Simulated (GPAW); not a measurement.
# CsPbBr3 (Pm-3m): G0W0 on several meshes in GPAW

How does the mesh move the gap of CsPbBr3 (Pm-3m)?

Method: LDA and many-body steps on it, plane waves, in GPAW 26.7.0.

Most raw output is cut from this account.

### Step 1. The structure

It takes space group Pm-3m (No. 221, cubic). Conventional cell: a = 5.949 Å, b = 5.949 Å, c = 5.949 Å, α = 90.00°, β = 90.00°, γ = 90.00°. Cs has 12 Br at 4.21 Å nearest. Nearest to Pb lie 6 Br at 2.97 Å. Nearest to Br lie 2 Pb at 2.97 Å and 4 Cs at 4.21 Å. Farther neighbours and most contacts between anions are not listed.

Coordinates:

```cif
data_structure
_symmetry_space_group_name_H-M 'Pm-3m'
_symmetry_Int_Tables_number 221
_cell_length_a 5.9486
_cell_length_b 5.9486
_cell_length_c 5.9486
_cell_angle_alpha 90.000
_cell_angle_beta 90.000
_cell_angle_gamma 90.000
_cell_volume 210.50
loop_
_atom_site_label
_atom_site_type_symbol
_atom_site_symmetry_multiplicity
_atom_site_Wyckoff_symbol
_atom_site_fract_x
_atom_site_fract_y
_atom_site_fract_z
_atom_site_occupancy
Cs1 Cs 1 a 0.00000 0.00000 0.00000 1
Pb1 Pb 1 b 0.50000 0.50000 0.50000 1
Br1 Br 3 c 0.50000 0.50000 0.00000 1
```

The cell and positions are those that the Materials Project relaxed with its own functionals (PBE, PBE+U or r2SCAN), kept fixed. Spin-orbit coupling is left out unless a step names it.

### Step 2. Empty states on the mesh, 4×4×4 mesh, 977 bands

This step: GPAW 26.7.0; DFT, LDA, plane waves, PAW.

The sums over transitions need many empty states on a uniform mesh; this step solves for them.

File run.py:

```python
import json
import numpy as np
from gpaw.mpi import world
from gpaw import GPAW

calc = GPAW('gs.gpw').fixed_density(kpts={'size': (4, 4, 4), 'gamma': True},
    parallel={'domain': 1, 'band': 1},
    txt='nscf.txt')
calc.diagonalize_full_hamiltonian(nbands=977)
calc.write('full.gpw', mode='all')
res = {}
kpts = calc.get_ibz_k_points()
res['kpts'] = kpts
res['eigenvalues'] = [calc.get_eigenvalues(kpt=k) for k in range(len(kpts))]
res['n_electrons'] = calc.get_number_of_electrons()

if world.rank == 0:
    with open('result.json', 'w') as f:
        json.dump(res, f, default=lambda x: x.tolist())
```

Launch:

```sh
> mpirun -n 4 gpaw python run.py
```

Wall time 2.1 min (4 MPI ranks of AMD EPYC 9R14 (Zen 4), shared host); peak memory 7.7 GiB.

This step gave:

```yaml
gap: 1.482 eV
k_of_the_valence_top: 0.5, 0.5, 0.5
k_of_the_conduction_bottom: 0.5, 0.5, 0.5
least_direct_gap: 1.482 eV
k_points_computed: 10
lowest_point_of_the_top_converged_band_above_the_valence_top: 152.3105 eV
```

On this mesh the gap is 1.482 eV.

### Step 3. 4×4×4

G0W0 replaces the xc potential by the self-energy, built once from these orbitals. Only a window of levels is corrected, while the sums run over the empty bands that the input names.

This step: G0W0 on LDA, plane waves, PAW.

File run.py:

```python
import json
import numpy as np
from gpaw.mpi import world
from gpaw.response.g0w0 import G0W0

gw = G0W0('full.gpw',
    filename='gw',
    kpts=[0, 9],
    bands=(20, 24),
    ecut=96,
    nbands=449,
    integrate_gamma='WS',
    ppa=True)
gw.calculate()
res = {mode: {k: v for k, v in r.items() if k != 'sigma_eskwn'}
       for mode, r in gw.all_results.items()}

if world.rank == 0:
    with open('result.json', 'w') as f:
        json.dump(res, f, default=lambda x: x.tolist())
```

Launch:

```sh
> mpirun -n 4 gpaw python run.py
```

Run time: 8.3 min. Hardware: 4 MPI ranks; peak memory 2.7 GiB; 33 min of CPU time.

Numbers from this step:

| Quantity | Value |
| --- | --- |
| G0W0 gap on the points computed | 2.423 eV |
| least direct G0W0 gap on the computed points | 2.423 eV |
| Z at the valence top | 0.8023 |
| Z at the conduction bottom | 0.8205 |
| starting gap on the mesh | 1.482 eV |
| k of the valence top | 0.5, 0.5, 0.5 |
| k of the conduction bottom | 0.5, 0.5, 0.5 |

The gap on the mesh goes from 1.48 eV to 2.42 eV, a correction of +0.94 eV.

### Step 4. Empty states on the mesh, 2×2×2 mesh, 459 bands

This step: DFT, LDA, plane waves, PAW.

File run.py:

```python
import json
import numpy as np
from gpaw.mpi import world
from gpaw import GPAW

calc = GPAW('gs.gpw').fixed_density(kpts={'size': (2, 2, 2), 'gamma': True},
    parallel={'domain': 1, 'band': 1},
    txt='nscf.txt')
calc.diagonalize_full_hamiltonian(nbands=459)
calc.write('full.gpw', mode='all')
res = {}
kpts = calc.get_ibz_k_points()
res['kpts'] = kpts
res['eigenvalues'] = [calc.get_eigenvalues(kpt=k) for k in range(len(kpts))]
res['n_electrons'] = calc.get_number_of_electrons()

if world.rank == 0:
    with open('result.json', 'w') as f:
        json.dump(res, f, default=lambda x: x.tolist())
```

Launch:

```sh
> mpirun -n 4 gpaw python run.py
```

The job ended after 42 s (4 MPI ranks; peak memory 6 GiB; 2.8 min of CPU time).

This step gave:

| Item | Value |
| --- | --- |
| gap | 1.482 eV |
| k of the valence top | 0.5, 0.5, 0.5 |
| k of the conduction bottom | 0.5, 0.5, 0.5 |
| least direct gap | 1.482 eV |
| k points computed | 4 |
| lowest point of the top converged band, above the valence top | 89.0333 eV |

On this mesh the gap is 1.482 eV.

### Step 5. 2×2×2

This step: G0W0 on LDA, plane waves, PAW.

File run.py:

```python
import json
import numpy as np
from gpaw.mpi import world
from gpaw.response.g0w0 import G0W0

gw = G0W0('full.gpw',
    filename='gw',
    kpts=[0, 3],
    bands=(20, 24),
    ecut=96,
    nbands=449,
    integrate_gamma='WS',
    ppa=True)
gw.calculate()
res = {mode: {k: v for k, v in r.items() if k != 'sigma_eskwn'}
       for mode, r in gw.all_results.items()}

if world.rank == 0:
    with open('result.json', 'w') as f:
        json.dump(res, f, default=lambda x: x.tolist())
```

Launch:

```sh
> mpirun -n 4 gpaw python run.py
```

Wall time 70 s (4 MPI ranks); peak memory 2.4 GiB.

This step gave:

```yaml
g0w0_gap_on_the_points_computed: 2.600 eV
least_direct_g0w0_gap_on_the_computed_points: 2.600 eV
z_at_the_valence_top: 0.7951
z_at_the_conduction_bottom: 0.8135
starting_gap_on_the_mesh: 1.482 eV
k_of_the_valence_top: 0.5, 0.5, 0.5
k_of_the_conduction_bottom: 0.5, 0.5, 0.5
```

Against G0W0 in GPAW (4×4×4 mesh, 449 bands, screening to 96 eV, Godby-Needs plasmon pole), the gap moves by +0.177 eV.

### Step 6. Side by side

Times are wall times on 4 MPI ranks of AMD EPYC 9R14 (Zen 4), shared host, good to a factor of about two.

| run | mesh | bands | screening cutoff (eV) | DFT gap (eV) | gap on the mesh (eV) | direct (eV) | time |
| --- | --- | --- | --- | --- | --- | --- | --- |
| 4×4×4 | 4×4×4 | 449 | 96 | 1.482 | 2.423 | 2.423 | 8.3 min |
| 2×2×2 | 2×2×2 | 449 | 96 | 1.482 | 2.600 | 2.600 | 70 s |

### Step 7. Outcome

```
4×4×4        : 2.423 eV
2×2×2        : 2.600 eV
known limits : not at the basis limit; no spin-orbit coupling; coarse k mesh
```

**Reading.** 2×2×2: +0.177 eV against 4×4×4. Bands and cutoff are finite, so the gap is not at the basis limit. The miss can reach some tenths of an eV and take either sign; the mesh is an error of its own. These stock PAW sets were not made for GW; the filled d or f shell of Br lies in the frozen core, which bears on start and correction. In the G0W0 runs levels were corrected at 2 k points alone, so a gap called «on the mesh» is the least over those, and an edge elsewhere would be missed. Where an edge is built on 6p states of lead, bismuth or thallium, scalar-relativistic gaps usually stand too wide, by a few tenths to over one eV. This is the ideal cubic cell; many perovskites, halides above all, are cubic only on average, and local tilts or off-centring can widen the gap. The many-body steps are scalar-relativistic: spin-orbit coupling is not in them.

[Paths, hosts, dates, memory and timing lines, banners, echoed tables and standing remarks are left out of the program output.]

[Logs are printed without paths, hosts, clocks, repeated set-up lines and the standing remarks that a program may print on its own settings, such as how far it seeks lower states.]

[Runs of the session that timed out or met a known fault of the program may be left out.]

[Hosts, paths, dates, database ids (printed as entryN), source tags and the programs' standing remarks are cut or masked in the printed files.]
